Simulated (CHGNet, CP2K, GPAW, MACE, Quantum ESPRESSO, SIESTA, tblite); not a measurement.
**Other levels on Σ7 (111) twist boundary in a Al-Pt solid solution (84 atoms)**

The cell holds 84 atoms: 73 Al and 11 Pt. Its edges and angles: a = 7.545 Å, b = 7.545 Å, c = 28.340 Å, α = 90.0°, β = 90.0°, γ = 120.0°. Fcc Al lattice (a = 4.0328 Å, the value set for the mixture); two grains turned against each other by 38.21 deg about [111]; 1 x 1 coincidence cells, 2 lattice periods a grain, two boundaries a cell, upper grain shifted by [0.672, 0.278] of the boundary cell and opened by 0.2 Å, one atom of each pair nearer than 1.854 Å removed; 11 of 84 Al sites given to Pt at random (lattice constant by Vegard's rule between Al and Pt); not relaxed, displaced by a Gaussian of 0.02 Å. Then every atom was moved at random, 0.03 Å r.m.s. a Cartesian component. Regions: lower grain, 42 atoms (35 Al and 7 Pt); upper grain, 42 atoms (38 Al and 4 Pt).

Geometry: as built.

The reference, a calculation:

- method: Kohn-Sham DFT, PBE, SSSP efficiency 1.3.0 pseudopotentials, plane waves (Quantum ESPRESSO 7.5); sssp-pbe-1.3.0-efficiency, cutoffs 45/360 Ry, Γ point
- r.m.s. force component: 0.4481 eV/Å
- longest force: 2.39 eV/Å
- pressure: -3.087 GPa
- time: 4.2 min on 4 MPI ranks of Arm Neoverse V2, shared host
- CPU time: 17 min

Q: Estimate the differences from the reference, the CPU time and the memory of each run.
- CHGNet r2SCAN potential (CHGNet r2SCAN; 1 thread)
- tblite GFN1-xTB (tblite 0.8.0; 1 thread)
- GPAW PBE, LCAO sz(dzp), h 0.2 Å (GPAW 26.7.0; 1 thread)
- SIESTA PBE, DZP, shift 0.01 Ry, mesh 300 Ry (SIESTA 5.4.2; 2 MPI ranks)
- GPAW PBE, LCAO dzp, h 0.25 Å (GPAW 26.7.0; 1 thread)
- MACE MP-0b3 medium potential (MACE MP-0b3 medium; 1 thread)
- SIESTA PBE, DZP, shift 0.01 Ry, mesh 100 Ry (SIESTA 5.4.2; 2 MPI ranks)
- CP2K PBE, DZVP-UZH, 600/50 Ry, diagonalisation (CP2K 2026.2; 4 MPI ranks)
- MACE MP-0b2 small potential (MACE MP-0b2 small; 1 thread)
- QE PBE, gbrv-1.5, 40/200 Ry (Quantum ESPRESSO 7.5; 4 MPI ranks)

Differences are against the plane-wave reference, forces as r.m.s. over components; share is that over the reference's r.m.s. force, slope the least-squares factor from reference forces to these. Total energies of different programs have different zeros and aren't compared.

```csv
run,"Δ force, r.m.s. (meV/Å)",share (%),slope,Δ pressure (GPa),cores,CPU time,memory (GiB)
reference,-,-,-,-,4,17 min,4.3
CHGNet r2SCAN potential,307,68.6,0.426,-4.39,1,4.2 s,1.5
tblite GFN1-xTB,591,132,-0.009,29.5,1,13 s,0.17
"GPAW PBE, LCAO sz(dzp), h 0.2 Å (coarse)",187,41.7,1.222,-,1,3.6 min,1.4
"SIESTA PBE, DZP, shift 0.01 Ry, mesh 300 Ry",18.3,4.09,1.004,-0.173,2,17 min,2.1
"GPAW PBE, LCAO dzp, h 0.25 Å (coarse)",18.5,4.13,1.017,-,1,11 min,1.2
MACE MP-0b3 medium potential,215,47.9,0.679,0.0559,1,7.2 s,0.99
"SIESTA PBE, DZP, shift 0.01 Ry, mesh 100 Ry (coarse)",20.5,4.57,1.004,-0.118,2,4 min,0.8
"CP2K PBE, DZVP-UZH, 600/50 Ry, diagonalisation",14.7,3.28,1.012,-0.115,4,17 min,7.2
MACE MP-0b2 small potential,226,50.4,0.661,0.693,1,5.7 s,0.67
"QE PBE, gbrv-1.5, 40/200 Ry",3.48,0.777,0.999,0.016,4,6.3 min,1.6
```

Rows marked coarse were listed beforehand as settings not expected to be converged; some can still land near the reference.

Times of the machine-learned potentials are mostly Python's start and the loading of weights.

CPU time is summed over cores on a shared host, where runs went side by side, so it is rough. Symmetry, cutoffs, thresholds, outputs and thread counts weren't matched or tuned between programs; memory under MPI is the largest rank's times the ranks.

PBE on plane waves or a grid with other potentials, cutoffs or grids, coarse settings apart, differs from the reference by 0.78 % (QE PBE, gbrv-1.5, 40/200 Ry) of the r.m.s. force; this holds the reference's own error, so differences of a few per cent don't tell which side is nearer the exact PBE result. The PBE runs in local orbitals, coarse settings apart, differ by 3.3 % (CP2K PBE, DZVP-UZH, 600/50 Ry, diagonalisation) to 4.1 % (SIESTA PBE, DZP, shift 0.01 Ry, mesh 300 Ry); basis, grid and potentials can all enter. Tight binding differs by 132 % (tblite GFN1-xTB); it is another model, with fitted parameters of its own, and the xTB methods hold dispersion. Machine-learned potentials differ by 48 % (MACE MP-0b3 medium potential) to 69 % (CHGNet r2SCAN potential); they were trained on other programs' data, some at another functional. The reference samples few k-points for this cell, and its sampling error, which other DFT runs on the same mesh share, can be part of so large a difference. Among those trained on PBE data the slope goes as low as 0.66, with a correlation of 0.87, so directions differ as well as sizes. Periodic xTB results under one method name differ between programs and library versions. The electron count is odd in these runs, and they have no spin polarisation, so the unpaired electron is spread evenly over both spins. Machine-learned potentials mimic data converged in k, so the reference's own k-point error enters their differences. The electronic-structure runs sample only Γ, in a cell whose shortest periodic width is 7 Å, which is coarse for a cell with partly filled levels.

[Logs are printed without paths, hosts, clocks, repeated set-up lines and the standing remarks that a program may print on its own settings, such as how far it seeks lower states.]

[Hosts, paths, dates, database ids (printed as entryN), source tags and the programs' standing remarks are cut or masked in the printed files.]
